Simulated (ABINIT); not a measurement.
# SiO2 (Quartz): G0W0 on several meshes in ABINIT

Wanted: mesh dependence and cost of G0W0 for SiO2 (Quartz).

Program: ABINIT 10.8.3. Level of theory: PBE and many-body steps on it, plane waves. Results are calculated unless marked as measured.

## (1) The starting structure

The structure is trigonal, space group P3_121 (No. 152). The conventional cell has a = 4.916 Å, b = 4.916 Å, c = 5.409 Å, α = 90.00°, β = 90.00°, γ = 120.00°. Nearest to Si lie 4 O at 1.61 Å. O has 2 Si at 1.61 Å nearest. Farther neighbours and most contacts between anions are not listed.

Coordinates:

```cif
data_structure
_symmetry_space_group_name_H-M 'P 1'
_symmetry_Int_Tables_number 1
_cell_length_a 4.9158
_cell_length_b 4.9158
_cell_length_c 5.4091
_cell_angle_alpha 90.000
_cell_angle_beta 90.000
_cell_angle_gamma 120.000
_cell_volume 113.20
loop_
_atom_site_label
_atom_site_type_symbol
_atom_site_fract_x
_atom_site_fract_y
_atom_site_fract_z
_atom_site_occupancy
Si1 Si 0.53030 0.00000 0.33333 1
Si2 Si 0.00000 0.53030 0.66667 1
Si3 Si 0.46970 0.46970 0.00000 1
O4 O 0.14620 0.41420 0.88100 1
O5 O 0.58580 0.73200 0.21433 1
O6 O 0.26800 0.85380 0.54767 1
O7 O 0.41420 0.14620 0.11900 1
O8 O 0.73200 0.58580 0.78567 1
O9 O 0.85380 0.26800 0.45233 1
```

The cell and positions come from the Crystallography Open Database and are kept as given unless a step says otherwise.

## (2) Empty states on the mesh, 3×3×2 mesh, 462 bands

This step: ABINIT 10.8.3; DFT, PBE, plane waves, norm-conserving pseudopotentials.

The sums over transitions need many empty states on a uniform mesh; this step solves for them.

run.abi reads:

```
acell 3*1.0 Angstrom
rprim 
  4.915799999986 0.000000000003 0.000000000000
  -2.457899999996 4.257207679910 0.000000000000
  0.000000000000 0.000000000000 5.409100000000
ntypat 2
znucl 14 8
natom 9
typat 1 1 1 2 2 2 2 2 2
xred 
  0.530300000000 0.000000000000 0.333333333333
  0.000000000000 0.530300000000 0.666666666667
  0.469700000000 0.469700000000 -0.000000000000
  0.146200000000 0.414200000000 0.881000000000
  0.585800000000 0.732000000000 0.214333333333
  0.268000000000 0.853800000000 0.547666666667
  0.414200000000 0.146200000000 0.119000000000
  0.732000000000 0.585800000000 0.785666666667
  0.853800000000 0.268000000000 0.452333333333
pp_dirpath "pseudos"
pseudos "Si.upf, O.upf"
ecut 36
ngkpt 3 3 2
nshiftk 1
shiftk 0 0 0
kptopt 1
chksymbreak 0
iscf -2
irdden 1
istwfk *1
nband 462
nbdbuf 42
tolwfr 1e-09
nstep 60
prtvol 0
indata_prefix "in"
outdata_prefix "out"
tmpdata_prefix "tmp"
```

Launch:

```console
OMP_NUM_THREADS=1 mpirun -n 4 abinit run.abi > log
```

Numbers of over 12 decimals in the logs are rounded to 6 here.

The log of the run:

```text
.Version 10.8.3 of ABINIT. v10.8.2 released Aug 2026.

 Symmetries : space group P3_1 2 1 (#152); Bravais hP (primitive hexag.)
[... echo of the input left out ...]
== DATASET  1 ==================================================================
-   mpi_nproc: 4, omp_nthreads: 1 (-1 if OMP is not activated)

--- !DatasetInfo
iteration_state: {dtset: 1, }
dimensions: {natom: 9, nkpt: 6, mband: 462, nsppol: 1, nspinor: 1, nspden: 1, mpw: 7935, }
cutoff_energies: {ecut:  36.0, pawecutdg:  -1.0, }
[...]
4.87064    4.87877    4.87877    4.89107    4.90331    4.90331    4.92259    4.92260
   4.93653    4.94550    4.95928    4.95939    4.96051    4.98400    4.98434    5.01267
   5.02056    5.02190    5.02763    5.05368    5.05840    5.07290
 prteigrs : prtvol=0 or 1, do not print more k-points.

== END DATASET(S) ==============================================================
================================================================================

 -outvars: echo values of variables after computation  --------
            nband         462
             nkpt           6
          spgroup         152
 [... the other variables as echoed above ...]

 Calculation completed.
```

The job ended after 7.5 min (4 MPI ranks of Arm Neoverse V2, shared host; peak memory 0.75 GiB; 30 min of CPU time).

This step gave:

```yaml
gap: 6.038 eV
k_of_the_valence_top: 0.3333, 0.3333, 0
k_of_the_conduction_bottom: 0, 0, 0
least_direct_gap: 6.351 eV
k_points_computed: 6
lowest_point_of_the_top_converged_band_above_the_valence_top: 127.2791 eV
```

On this mesh the gap is 6.038 eV.

The density comes from a self-consistent run that is not shown.

## (3) Screening, 3×3×2 mesh, 102 bands, screening to 93.3 eV

The RPA dielectric matrix is built and inverted for each q.

This step: RPA screening on PBE, plane waves, norm-conserving pseudopotentials.

Changes to run.abi since step 2:

```diff
@@ -27,10 +27,11 @@
 chksymbreak 0
-iscf -2
-irdden 1
 istwfk *1
-nband 462
-nbdbuf 42
-tolwfr 1e-09
-nstep 60
-prtvol 0
+occopt 1
+irdwfk 1
+optdriver 3
+nband 102
+ecuteps 3.43
+inclvkb 2
+awtr 1
+symchi 1
 indata_prefix "in"
```

The log of the run:

```text
.Version 10.8.3 of ABINIT. v10.8.2 released Aug 2026.

 Symmetries : space group P3_1 2 1 (#152); Bravais hP (primitive hexag.)
[... echo of the input left out ...]
== DATASET  1 ==================================================================
-   mpi_nproc: 4, omp_nthreads: 1 (-1 if OMP is not activated)

--- !DatasetInfo
iteration_state: {dtset: 1, }
dimensions: {natom: 9, nkpt: 6, mband: 102, nsppol: 1, nspinor: 1, nspden: 1, mpw: 7935, }
cutoff_energies: {ecut:  36.0, pawecutdg:  -1.0, }
electrons: {nelect:   4.80000000E+01, charge:   0.00000000E+00, occopt:   1.00000000E+00, tsmear:   1.00000000E-02, }

 SCREENING: Calculation of the susceptibility and dielectric matrices

 Based on a program developped by R.W. Godby, V. Olevano, G. Onida, and L. Reining.
 Incorporated in ABINIT by V. Olevano, G.-M. Rignanese, and M. Torrent.
.Using double precision arithmetic ; gwpc =  8

[... cell and pseudopotentials left out ...]
--------------------------------------------------------------------------------

 ==== K-mesh for the wavefunctions ====
 Number of points in the irreducible wedge :     6
[... list of points left out ...]
 Together with  6 symmetry operations and time-reversal symmetry
 yields    18 points in the full Brillouin Zone.

 ==== Q-mesh for the screening function ====
 Number of points in the irreducible wedge :     6
[... list of points left out ...]
 Together with  6 symmetry operations and time-reversal symmetry
 yields    18 points in the full Brillouin Zone.

 setmesh: FFT mesh size selected  =    30x   30x   36
          total number of points  =        32400

 vcoul_init : cutoff-mode = AUXILIARY_FUNCTION
 q-points for optical limit:   1
     1)      0.000010    0.000020    0.000030

- screening: taking advantage of time-reversal symmetry
- Maximum band index for partially occupied states nbvw = 24
- Remaining bands to be divided among processors   nbcw = 78
- Number of bands treated by each node ~19

 Number of electrons calculated from density =   48.0000; Expected =   48.0000
 average of density, n =  0.062835
 r_s =    1.5604
 omega_plasma =   24.1800 [eV]

 calculating chi0 at frequencies [eV] :
  1    0.000000E+00    0.000000E+00
  2    0.000000E+00    2.417998E+01

--------------------------------------------------------------------------------
  q-point number  1        q = ( 0.000000, 0.000000, 0.000000) [r.l.u.]
--------------------------------------------------------------------------------
[... chi0 elements left out ...]
 For q-point:  0.000010 0.000020 0.000030
  dielectric constant =   2.3418
  dielectric constant without local fields =   2.5124

  Average fulfillment of the sum rule on Im[epsilon] for q-point    1 :     46.76  [%]
[... wings left out ...]
  q-point number  2        q = ( 0.333333, 0.000000, 0.000000) [r.l.u.]
--------------------------------------------------------------------------------
[... chi0 elements left out ...]
  Average fulfillment of the sum rule on Im[epsilon] for q-point    2 :     55.14  [%]

 [... 4 further q-points ...]
```

The job ended after 38 s (4 MPI ranks; peak memory 1.2 GiB).

Numbers from this step:

```
ε∞ with local fields, on this mesh, along the program's q direction : 2.342
the same without local fields                                       : 2.512
plasma frequency                                                    : 24.18 eV
plane waves in the screening matrix                                 : 225
```

Local fields lower ε∞ by 7 %. On a Γ-centred mesh this coarse the value itself is usually too large, while a short band sum pulls it down.

## (4) 3×3×2

The self-energy is evaluated for the states that the input lists, and the levels follow from it, in one-shot runs by the linearised quasiparticle equation.

This step: G0W0 on PBE, plane waves, norm-conserving pseudopotentials.

Changes to run.abi since step 3:

```diff
@@ -30,8 +30,19 @@
 irdwfk 1
-optdriver 3
+optdriver 4
 nband 102
+gwcalctyp 0
+ecutsigx 36
+symsigma 1
+nkptgw 3
+kptgw 
+  0.3333333333 0.3333333333 0.0000000000
+  0.0000000000 0.0000000000 0.0000000000
+  0.0000000000 0.0000000000 0.5000000000
+bdgw 
+  22 26
+  23 27
+  22 26
 ecuteps 3.43
-inclvkb 2
-awtr 1
-symchi 1
+irdscr 1
+ppmodel 1
 indata_prefix "in"
```

The log of the run:

```text
.Version 10.8.3 of ABINIT. v10.8.2 released Aug 2026.

 Symmetries : space group P3_1 2 1 (#152); Bravais hP (primitive hexag.)
[... echo of the input left out ...]
== DATASET  1 ==================================================================
-   mpi_nproc: 4, omp_nthreads: 1 (-1 if OMP is not activated)

--- !DatasetInfo
iteration_state: {dtset: 1, }
dimensions: {natom: 9, nkpt: 6, mband: 102, nsppol: 1, nspinor: 1, nspden: 1, mpw: 7935, }
cutoff_energies: {ecut:  36.0, pawecutdg:  -1.0, }
electrons: {nelect:   4.80000000E+01, charge:   0.00000000E+00, occopt:   1.00000000E+00, tsmear:   1.00000000E-02, }

 SIGMA: Calculation of the GW corrections

 Based on a program developped by R.W. Godby, V. Olevano, G. Onida, and L. Reining.
 Incorporated in ABINIT by V. Olevano, G.-M. Rignanese, and M. Torrent.
.Using double precision arithmetic ; gwpc =  8

[... cell and pseudopotentials left out ...]
--------------------------------------------------------------------------------

 ==== K-mesh for the wavefunctions ====
 Number of points in the irreducible wedge :     6
[... list of points left out ...]
 Together with  6 symmetry operations and time-reversal symmetry
 yields    18 points in the full Brillouin Zone.

 ==== Q-mesh for screening function ====
 Number of points in the irreducible wedge :     6
[... list of points left out ...]
 Together with  6 symmetry operations and time-reversal symmetry
 yields    18 points in the full Brillouin Zone.

 vcoul_init : cutoff-mode = AUXILIARY_FUNCTION
 q-points for optical limit:   1
     1)      0.000010    0.000020    0.000030
 setmesh: FFT mesh size selected  =    45x   45x   60
          total number of points  =       121500

 Number of electrons calculated from density =   48.0000; Expected =   48.0000
 average of density, n =  0.062835
 r_s =    1.5604
 omega_plasma =   24.1800 [eV]

 === KS Band Gaps ===
  >>>> For spin  1
   Minimum direct gap =   6.3514 [eV], located at k-point      :   0.0000  0.0000  0.0000
   Fundamental gap    =   6.0382 [eV], Top of valence bands at :   0.3333  0.3333  0.0000
                                       Bottom of conduction at :   0.0000  0.0000  0.0000
 SIGMA fundamental parameters:
 PLASMON POLE MODEL  1
 number of plane-waves for SigmaX                 7935
 number of plane-waves for SigmaC and W            225
 number of plane-waves for wavefunctions          7935
 number of bands                                   102
 number of independent spin polarizations            1
 number of spinorial components                      1
 number of k-points in IBZ                           6
 number of q-points in IBZ                           6
 number of symmetry operations                       6
 number of k-points in BZ                           18
 number of q-points in BZ                           18
 number of frequencies for dSigma/dE                 9
 frequency step for dSigma/dE [eV]                0.25
 number of omega for Sigma on real axis              0
 max omega for Sigma on real axis  [eV]           0.00
 zcut for avoiding poles [eV]                     0.10

 EPSILON^-1 parameters (SCR file):
 dimension of the eps^-1 matrix on file            225
 dimension of the eps^-1 matrix used               225
 number of plane-waves for wavefunctions          7935
 number of bands                                   102
 number of q-points in IBZ                           6
 number of frequencies                               2
 number of real frequencies                          1
 number of imag frequencies                          1

 matrix elements of self-energy operator (all in [eV])

 Perturbative Calculation

--- !SelfEnergy_ee
iteration_state: {dtset: 1, }
kpoint     : [   0.333,    0.333,    0.000, ]
spin       : 1
KS_gap     :    8.953
QP_gap     :   12.001
Delta_QP_KS:    3.048
data: !SigmaeeData |
     Band     E0 <VxcDFT>   SigX SigC(E0)      Z dSigC/dE  Sig(E)    E-E0       E
       22  -0.238 -19.753 -25.566   4.322   0.821  -0.217 -20.978  -1.225  -1.463
       23  -0.238 -19.753 -25.566   4.322   0.821  -0.217 -20.978  -1.225  -1.463
       24   0.197 -20.113 -25.806   4.313   0.822  -0.216 -21.248  -1.135  -0.937
       25   9.150 -12.396  -7.182  -2.997   0.863  -0.159 -10.482   1.914  11.063
       26   9.150 -12.396  -7.182  -2.997   0.863  -0.159 -10.482   1.914  11.063

--- !SelfEnergy_ee
iteration_state: {dtset: 1, }
kpoint     : [   0.000,    0.000,    0.000, ]
spin       : 1
KS_gap     :    6.351
QP_gap     :    8.921
Delta_QP_KS:    2.570
data: !SigmaeeData |
     Band     E0 <VxcDFT>   SigX SigC(E0)      Z dSigC/dE  Sig(E)    E-E0       E
       23  -0.116 -19.544 -25.286   4.255   0.823  -0.215 -20.768  -1.224  -1.340
[...]
--- !SelfEnergy_ee
iteration_state: {dtset: 1, }
kpoint     : [   0.000,    0.000,    0.500, ]
spin       : 1
KS_gap     :    8.062
QP_gap     :   10.957
Delta_QP_KS:    2.894
data: !SigmaeeData |
     Band     E0 <VxcDFT>   SigX SigC(E0)      Z dSigC/dE  Sig(E)    E-E0       E
[...]
24   0.108 -19.970 -25.710   4.317   0.822  -0.217 -21.139  -1.169  -1.061
       25   8.171 -12.281  -7.438  -2.851   0.866  -0.155 -10.556   1.725   9.896
       26   8.171 -12.281  -7.438  -2.851   0.866  -0.155 -10.556   1.725   9.896

== END DATASET(S) ==============================================================
================================================================================

 -outvars: echo values of variables after computation  --------
           etotal      0.0000000000E+00
            nband         102
             nkpt           6
          spgroup         152
 [... the other variables as echoed above ...]

 Calculation completed.
```

Wall time 8.8 s (4 MPI ranks); peak memory 0.93 GiB.

Numbers from this step:

| Property | Result |
| --- | --- |
| G0W0 gap on the points computed | 8.519 eV |
| starting gap on the mesh | 6.038 eV |
| k of the valence top | 0.3333, 0.3333, 0 |
| k of the conduction bottom | 0, 0, 0 |
| Z at the valence top | 0.822 |
| Z at the conduction bottom | 0.874 |
| least direct G0W0 gap on the computed points | 8.922 eV |

The gap on the mesh goes from 6.04 eV to 8.52 eV, a correction of +2.48 eV.

## (5) Empty states on the mesh, 3×3×4 mesh, 112 bands

This step: DFT, PBE, plane waves, norm-conserving pseudopotentials.

Changes to run.abi since step 4:

```diff
@@ -22,3 +22,3 @@
 ecut 36
-ngkpt 3 3 2
+ngkpt 3 3 4
 nshiftk 1
@@ -27,22 +27,10 @@
 chksymbreak 0
+iscf -2
+irdden 1
 istwfk *1
-occopt 1
-irdwfk 1
-optdriver 4
-nband 102
-gwcalctyp 0
-ecutsigx 36
-symsigma 1
-nkptgw 3
-kptgw 
-  0.3333333333 0.3333333333 0.0000000000
-  0.0000000000 0.0000000000 0.0000000000
-  0.0000000000 0.0000000000 0.5000000000
-bdgw 
-  22 26
-  23 27
-  22 26
-ecuteps 3.43
-irdscr 1
-ppmodel 1
+nband 112
+nbdbuf 10
+tolwfr 1e-09
+nstep 60
+prtvol 0
 indata_prefix "in"
```

The log of the run:

```text
.Version 10.8.3 of ABINIT. v10.8.2 released Aug 2026.

 Symmetries : space group P3_1 2 1 (#152); Bravais hP (primitive hexag.)
[... echo of the input left out ...]
== DATASET  1 ==================================================================
-   mpi_nproc: 4, omp_nthreads: 1 (-1 if OMP is not activated)

--- !DatasetInfo
iteration_state: {dtset: 1, }
dimensions: {natom: 9, nkpt: 10, mband: 112, nsppol: 1, nspinor: 1, nspden: 1, mpw: 7935, }
cutoff_energies: {ecut:  36.0, pawecutdg:  -1.0, }
[...]
1.47453    1.47453    1.50199    1.50746    1.51220    1.51220    1.55037    1.61599
   1.61599    1.63464    1.63464    1.65527    1.65527    1.65636    1.70093    1.70250
 prteigrs : prtvol=0 or 1, do not print more k-points.

== END DATASET(S) ==============================================================
================================================================================

 -outvars: echo values of variables after computation  --------
            nband         112
             nkpt          10
          spgroup         152
 [... the other variables as echoed above ...]

 Calculation completed.
```

It took 80 s on 4 MPI ranks; peak memory 0.48 GiB.

Numbers from this step:

- gap: 6.038 eV
- k of the valence top: 0.3333, 0.3333, 0
- k of the conduction bottom: 0, 0, 0
- least direct gap: 6.351 eV
- k points computed: 10
- lowest point of the top converged band, above the valence top: 40.95 eV

On this mesh the gap is 6.038 eV.

## (6) Screening, 3×3×4 mesh, 102 bands, screening to 93.3 eV

This step: RPA screening on PBE, plane waves, norm-conserving pseudopotentials.

Changes to run.abi since step 5:

```diff
@@ -27,10 +27,11 @@
 chksymbreak 0
-iscf -2
-irdden 1
 istwfk *1
-nband 112
-nbdbuf 10
-tolwfr 1e-09
-nstep 60
-prtvol 0
+occopt 1
+irdwfk 1
+optdriver 3
+nband 102
+ecuteps 3.43
+inclvkb 2
+awtr 1
+symchi 1
 indata_prefix "in"
```

The log of the run:

```text
.Version 10.8.3 of ABINIT. v10.8.2 released Aug 2026.

 Symmetries : space group P3_1 2 1 (#152); Bravais hP (primitive hexag.)
[... echo of the input left out ...]
== DATASET  1 ==================================================================
-   mpi_nproc: 4, omp_nthreads: 1 (-1 if OMP is not activated)

--- !DatasetInfo
iteration_state: {dtset: 1, }
dimensions: {natom: 9, nkpt: 10, mband: 102, nsppol: 1, nspinor: 1, nspden: 1, mpw: 7935, }
cutoff_energies: {ecut:  36.0, pawecutdg:  -1.0, }
electrons: {nelect:   4.80000000E+01, charge:   0.00000000E+00, occopt:   1.00000000E+00, tsmear:   1.00000000E-02, }

 SCREENING: Calculation of the susceptibility and dielectric matrices

 Based on a program developped by R.W. Godby, V. Olevano, G. Onida, and L. Reining.
 Incorporated in ABINIT by V. Olevano, G.-M. Rignanese, and M. Torrent.
.Using double precision arithmetic ; gwpc =  8

[... cell and pseudopotentials left out ...]
--------------------------------------------------------------------------------

 ==== K-mesh for the wavefunctions ====
 Number of points in the irreducible wedge :    10
[... list of points left out ...]
 Together with  6 symmetry operations and time-reversal symmetry
 yields    36 points in the full Brillouin Zone.

 ==== Q-mesh for the screening function ====
 Number of points in the irreducible wedge :    10
[... list of points left out ...]
 Together with  6 symmetry operations and time-reversal symmetry
 yields    36 points in the full Brillouin Zone.

 setmesh: FFT mesh size selected  =    30x   30x   36
          total number of points  =        32400

 vcoul_init : cutoff-mode = AUXILIARY_FUNCTION
 q-points for optical limit:   1
     1)      0.000010    0.000020    0.000030

- screening: taking advantage of time-reversal symmetry
- Maximum band index for partially occupied states nbvw = 24
- Remaining bands to be divided among processors   nbcw = 78
- Number of bands treated by each node ~19

 Number of electrons calculated from density =   48.0000; Expected =   48.0000
 average of density, n =  0.062835
 r_s =    1.5604
 omega_plasma =   24.1800 [eV]

 calculating chi0 at frequencies [eV] :
  1    0.000000E+00    0.000000E+00
  2    0.000000E+00    2.417998E+01

--------------------------------------------------------------------------------
  q-point number  1        q = ( 0.000000, 0.000000, 0.000000) [r.l.u.]
--------------------------------------------------------------------------------
[... chi0 elements left out ...]
 For q-point:  0.000010 0.000020 0.000030
  dielectric constant =   2.3429
  dielectric constant without local fields =   2.5135

  Average fulfillment of the sum rule on Im[epsilon] for q-point    1 :     46.79  [%]
[... wings left out ...]
  q-point number  2        q = ( 0.333333, 0.000000, 0.000000) [r.l.u.]
--------------------------------------------------------------------------------
[... chi0 elements left out ...]
  Average fulfillment of the sum rule on Im[epsilon] for q-point    2 :     55.18  [%]

 [... 8 further q-points ...]
```

It took 92 s on 4 MPI ranks; peak memory 1.6 GiB.

Numbers from this step:

| Property | Result |
| --- | --- |
| ε∞ with local fields, on this mesh, along the program's q direction | 2.343 |
| the same without local fields | 2.514 |
| plasma frequency | 24.18 eV |
| plane waves in the screening matrix | 225 |

(Part 1 of 2 ends here.)

[Paths, hosts, dates, memory and timing lines, banners, echoed tables and standing remarks are left out of the program output.]

[Logs are printed without paths, hosts, clocks, repeated set-up lines and the standing remarks that a program may print on its own settings, such as how far it seeks lower states.]

[Runs of the session that timed out or met a known fault of the program may be left out.]

[Hosts, paths, dates, database ids (printed as entryN), source tags and the programs' standing remarks are cut or masked in the printed files.]

[G0W0 gaps are taken among the corrected bands and points alone; a level outside them can change the order at an edge.]

[Where Ansatz stands beside ABINIT at settings called matched, ABINIT's density can come from a denser mesh and the files from another edition; pairs whose starting gaps differed by over 0.03 eV were left out, so agreement reads better than it is.]
